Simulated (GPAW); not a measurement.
# Dielectric function and optical constants of Cr2TeSe, part 2 of 2

Aim: the dielectric function of Cr2TeSe, and the optical constants that follow from it.

GPAW 26.7.0; DFT, PBE, plane-wave PAW (GPAW data sets), scalar-relativistic, RPA, optical limit.

So far. Step 2 (Ground state): There are states at the Fermi level within the smearing, so the occupations stay smeared and the carriers get a Drude term.

## (4) Dielectric function, RPA

Local fields let the induced charge screen the field inside the cell, which as a rule lowers ε, most along directions where the density is uneven.

This step: DFT, PBE, plane-wave PAW (GPAW data sets), scalar-relativistic, RPA, optical limit (GPAW 26.7.0).

Contents of df.py:

```python
from gpaw.response.df import DielectricFunction

df = DielectricFunction('full.gpw', frequencies={'type': 'nonlinear', 'domega0': 0.03, 'omega2': 8},
                        ecut=80,
                        eta=0.2,
                        nbands=53,
                        rate=0.03,
                        txt='df.txt')
for direction in ['x', 'z']:
    df.get_dielectric_function(xc='RPA', direction=direction, filename=f'df_{direction}.csv')
```

Launch:

```bash
$ OMP_NUM_THREADS=1 python df.py
```

Numbers of over 12 decimals in the logs are rounded to 6 here.

What it wrote:

```text
Using integrator: PointIntegrator
NonLinearFrequencyDescriptor(from 0.000 to 38.846 eV, 431 points)
Nonperiodic BCs:  [False False False]
Using integrator: PointIntegrator
NonLinearFrequencyDescriptor(from 0.000 to 38.846 eV, 431 points)
Nonperiodic BCs:  [False False False]
Using integrator: PointIntegrator

Calculating chi0 body with:
    Ground state adapter containing:
    Number of spins: 2
    Number of kpoints: 864
    Number of irreducible kpoints: 172
    Number of completely occupied states: 8
    Number of partially occupied states: 18

    Linear response parametrization:
    q_c: [0.0, 0.0, 0.0]
    Number of frequency points: 431
    Planewave cutoff: 80.0
    Number of bands: 53
    Number of planewaves: 135
    Broadening (eta): 0.2

Integrating chi0 body.

Symmetries of q_c:
    Direct symmetries (Uq -> q): 4
    Indirect symmetries (TUq -> q): 4
In total 8 allowed symmetries.

172 groups of equivalent kpoints. 80.092593% reduction.

Integral kind: spectral function

Calculating chi0 optical extensions with:
    Ground state adapter containing:
    Number of spins: 2
    Number of kpoints: 864
    Number of irreducible kpoints: 172
    Number of completely occupied states: 8
    Number of partially occupied states: 18

    Linear response parametrization:
    Number of frequency points: 431
    Planewave cutoff: 80.0
    Number of bands: 53
    Number of planewaves: 135
    Broadening (eta): 0.2
Integrating chi0 head and wings.

Symmetries of q_c:
    Direct symmetries (Uq -> q): 4
    Indirect symmetries (TUq -> q): 4
In total 8 allowed symmetries.

172 groups of equivalent kpoints. 80.092593% reduction.

Integral kind: spectral function wings

Calculating drude chi0 with:
    Number of frequency points:431
    Plasma frequency decay rate: 0.03 eV

    Ground state adapter containing:
    Number of spins: 2
    Number of kpoints: 864
    Number of irreducible kpoints: 172
    Number of completely occupied states: 8
    Number of partially occupied states: 18

Symmetries of q_c:
    Direct symmetries (Uq -> q): 4
    Indirect symmetries (TUq -> q): 4
In total 8 allowed symmetries.

172 groups of equivalent kpoints. 80.092593% reduction.

Integral kind: intraband
Plasma frequency:
[[2.63+0.j 0.  +0.j 0.  +0.j]
 [0.  +0.j 2.63+0.j 0.  +0.j]
 [0.  +0.j 0.  +0.j 3.33+0.j]]
```

Wall time 2 min (1 thread of Arm Neoverse V2, shared host); peak memory 0.68 GiB.

Sum at mesh points, not converged in k. The Im ε by photon energy; read off at these points:

```
photon energy (eV)  E ∥ x  E ∥ z
              0.50   40.2   59.6
              1.00   16.8   18.7
              1.50   9.09   7.44
              2.00   6.98   5.50
              2.50   6.09   5.98
              3.00   5.92   5.91
              3.50   6.93   6.55
              4.00   8.05   9.10
              4.07   8.10   8.99
              4.50   7.48   7.24
              5.00   6.96   6.11
              5.50   6.40   5.84
              6.00   6.09   6.12
              6.50   5.73   5.55
              7.00   5.35   4.46
              7.50   4.87   4.15
              8.00   4.04   3.75
              8.50   3.22   3.00
              9.00   3.02   2.60
              9.50   3.16   2.81
             10.00   2.91   2.98
             10.50   2.68   2.74
             11.00   2.41   2.37
             11.50   2.41   2.23
             12.00   2.75   2.34
             12.50   2.82   2.58
             13.00   2.46   2.36
             13.50   2.62   2.47
             14.00   3.50   3.19
             14.50   3.33   3.15
             15.00   3.93   3.52
             15.44   4.55   4.28
             15.50   4.50   4.29
             16.00   3.00   3.73
             16.50   1.90   2.38
             17.00   1.43   1.81
             17.50   1.01   1.35
             18.00  0.783  0.862
             18.50  0.652  0.655
             19.00  0.538  0.526
             19.50  0.499  0.476
```

Values under 1 per cm are given as 1; sum at mesh points, not converged in k. Table of absorption coefficient by photon energy:

| photon energy (eV) | E ∥ x (1/cm) | E ∥ z (1/cm) |
| --- | --- | --- |
| 1.01 | 3.3e5 | 4.3e5 |
| 1.99 | 3.1e5 | 3.0e5 |
| 3.02 | 3.6e5 | 3.9e5 |
| 3.98 | 6.2e5 | 7.1e5 |
| 4.98 | 8.1e5 | 8.0e5 |
| 6.02 | 9.7e5 | 9.9e5 |
| 6.99 | 1.1e6 | 1.1e6 |
| 8.03 | 1.2e6 | 1.2e6 |
| 9.02 | 1.1e6 | 9.6e5 |
| 10.03 | 1.2e6 | 1.1e6 |
| 11.03 | 1.1e6 | 1.1e6 |
| 12.02 | 1.2e6 | 1.1e6 |
| 13.00 | 1.3e6 | 1.2e6 |
| 14.04 | 1.7e6 | 1.6e6 |
| 14.96 | 2.0e6 | 1.8e6 |
| 16.03 | 2.9e6 | 2.8e6 |
| 16.96 | 2.5e6 | 2.5e6 |
| 18.05 | 2.1e6 | 2.2e6 |
| 18.97 | 1.8e6 | 1.9e6 |

Sum at mesh points, not converged in k. Loss function −Im 1/ε at q → 0 against energy loss; read off at these points:

```
energy loss (eV)   E ∥ x   E ∥ z
             1.0  0.0559  0.0363
             2.0   0.121   0.170
             3.0   0.101   0.120
             4.0  0.0966  0.0968
             5.0   0.132   0.157
             6.0   0.159   0.159
             7.0   0.186   0.224
             8.0   0.244   0.264
             9.0   0.325   0.376
            10.0   0.341   0.326
            11.0   0.397   0.410
            11.3   0.386   0.419
            12.0   0.329   0.369
            13.0   0.386   0.379
            14.0   0.267   0.283
            15.0   0.253   0.275
            16.0   0.202   0.222
            17.0   0.272   0.284
            18.0   0.389   0.318
            19.0   0.615   0.537
```

Sum at mesh points, not converged in k. The reflectivity at normal incidence by photon energy; read off at these points:

| photon energy (eV) | E ∥ x (%) | E ∥ z (%) |
| --- | --- | --- |
| 0.50 | 71.0 | 80.0 |
| 1.00 | 56.4 | 68.5 |
| 1.50 | 40.0 | 54.3 |
| 2.00 | 30.3 | 27.8 |
| 2.50 | 27.1 | 26.8 |
| 3.00 | 26.8 | 26.6 |
| 3.50 | 29.5 | 28.5 |
| 4.00 | 32.3 | 35.4 |
| 4.11 | 32.6 | 35.7 |
| 4.20 | 32.7 | 35.3 |
| 4.50 | 32.0 | 33.9 |
| 5.00 | 31.3 | 30.3 |
| 5.50 | 30.2 | 28.8 |
| 6.00 | 30.5 | 30.9 |
| 6.50 | 30.7 | 32.8 |
| 7.00 | 30.6 | 29.3 |
| 7.50 | 30.8 | 27.6 |
| 8.00 | 30.9 | 29.4 |
| 8.50 | 26.0 | 25.0 |
| 9.00 | 21.3 | 19.1 |
| 9.50 | 22.2 | 18.3 |
| 10.00 | 22.0 | 20.3 |
| 10.50 | 20.6 | 21.0 |
| 11.00 | 17.3 | 17.8 |
| 11.50 | 15.8 | 15.4 |
| 12.00 | 17.2 | 14.5 |
| 12.50 | 19.2 | 16.8 |
| 12.67 | 19.3 | 16.7 |
| 13.00 | 17.4 | 15.2 |
| 13.50 | 15.4 | 14.8 |
| 14.00 | 21.1 | 19.0 |
| 14.50 | 22.8 | 20.2 |
| 15.00 | 25.6 | 22.4 |
| 15.50 | 36.3 | 30.5 |
| 16.00 | 48.3 | 40.0 |
| 16.50 | 51.0 | 47.6 |
| 17.00 | 53.5 | 48.0 |
| 17.50 | 56.4 | 53.7 |
| 17.72 | 57.0 | 57.4 |
| 18.00 | 55.8 | 58.3 |
| 18.50 | 54.8 | 58.6 |
| 18.62 | 54.6 | 58.7 |
| 19.00 | 53.7 | 56.7 |
| 19.50 | 49.2 | 53.3 |

Sum at mesh points, not converged in k. The Im ε, E ∥ x by photon energy; read off at these points:

| photon energy (eV) | without local fields | with local fields |
| --- | --- | --- |
| 0.50 | 40.3 | 40.2 |
| 1.00 | 16.9 | 16.8 |
| 1.50 | 9.09 | 9.09 |
| 2.00 | 6.96 | 6.98 |
| 2.50 | 6.36 | 6.09 |
| 3.00 | 6.52 | 5.92 |
| 3.50 | 7.93 | 6.93 |
| 4.00 | 9.25 | 8.05 |
| 4.07 | 9.29 | 8.10 |
| 4.50 | 8.60 | 7.48 |
| 5.00 | 7.90 | 6.96 |
| 5.50 | 7.19 | 6.40 |
| 6.00 | 6.81 | 6.09 |
| 6.50 | 6.50 | 5.73 |
| 7.00 | 6.16 | 5.35 |
| 7.50 | 5.62 | 4.87 |
| 8.00 | 4.78 | 4.04 |
| 8.50 | 4.10 | 3.22 |
| 9.00 | 4.45 | 3.02 |
| 9.50 | 5.32 | 3.16 |
| 10.00 | 6.24 | 2.91 |
| 10.50 | 8.03 | 2.68 |
| 10.88 | 9.91 | 2.43 |
| 11.00 | 9.29 | 2.41 |
| 11.50 | 5.23 | 2.41 |
| 12.00 | 3.16 | 2.75 |
| 12.50 | 2.47 | 2.82 |
| 13.00 | 2.55 | 2.46 |
| 13.50 | 2.52 | 2.62 |
| 14.00 | 1.81 | 3.50 |
| 14.50 | 1.69 | 3.33 |
| 15.00 | 1.56 | 3.93 |
| 15.44 | 1.20 | 4.55 |
| 15.50 | 1.16 | 4.50 |
| 16.00 | 0.880 | 3.00 |
| 16.50 | 0.767 | 1.90 |
| 17.00 | 0.674 | 1.43 |
| 17.50 | 0.555 | 1.01 |
| 18.00 | 0.476 | 0.783 |
| 18.50 | 0.413 | 0.652 |
| 19.00 | 0.366 | 0.538 |
| 19.50 | 0.333 | 0.499 |

Optical constants at common wavelengths, from n + ik = √ε:

| wavelength (nm) | n x | k x | R (%) x | 1/α x | n z | k z | R (%) z | 1/α z |
| --- | --- | --- | --- | --- | --- | --- | --- | --- |
| 1550 | 2.96 | 3.865 | 61.3 | 32 nm | 2.47 | 5.113 | 74.1 | 24 nm |
| 1064 | 2.36 | 2.849 | 51.3 | 30 nm | 1.90 | 3.737 | 66.0 | 23 nm |
| 800 | 2.16 | 2.009 | 38.4 | 32 nm | 1.44 | 2.401 | 50.9 | 27 nm |
| 633 | 2.29 | 1.540 | 30.6 | 33 nm | 1.85 | 1.503 | 28.7 | 34 nm |
| 532 | 2.34 | 1.347 | 27.9 | 31 nm | 2.22 | 1.266 | 25.8 | 33 nm |
| 248 | 2.16 | 1.611 | 31.3 | 12 nm | 1.93 | 1.581 | 30.3 | 12 nm |
| 193 | 1.82 | 1.600 | 30.8 | 9.6 nm | 1.71 | 1.676 | 32.6 | 9.2 nm |

In reflection the computed colour is grey: x = 0.318, y = 0.328, luminous reflectivity 27 %.

## (5) Outcome

What this shows: At this level (PBE, RPA) Cr2TeSe is a metal. The mesh is too coarse to trust the carriers' weight, the reflectivity or the colour to better than tens of per cent. In reflection the computed colour is grey: x = 0.318, y = 0.328, luminous reflectivity 27 %. The carriers' damping of 0.03 eV is typed, not computed; it shapes the response at the lowest energies. Spin-orbit coupling is left out although heavy atoms are present. The magnetic state comes from one start and need not be the lowest. In this version of GPAW the matrix elements of the optical limit are incomplete, which can lower ε − 1 by up to a tenth where first-row anions or d states rule, and shift it by more in d metals. GPAW's carrier term has the form −ωp²/(ω + i·rate)², which damps like twice the rate and fails at low energy, so the curves leave the lowest energies out. The sum runs over mesh points 0.17 Å⁻¹ apart with no interpolation, so peaks are partly noise of the mesh, and the Drude plasma energy, a sum over the Fermi surface, isn't converged.

[Machine, clock and banner lines and Python warnings are left out of the logs.]

[Logs are printed without paths, hosts, clocks, repeated set-up lines and the standing remarks that a program may print on its own settings, such as how far it seeks lower states.]

[Hosts, paths, dates, database ids (printed as entryN), source tags and the programs' standing remarks are cut or masked in the printed files.]
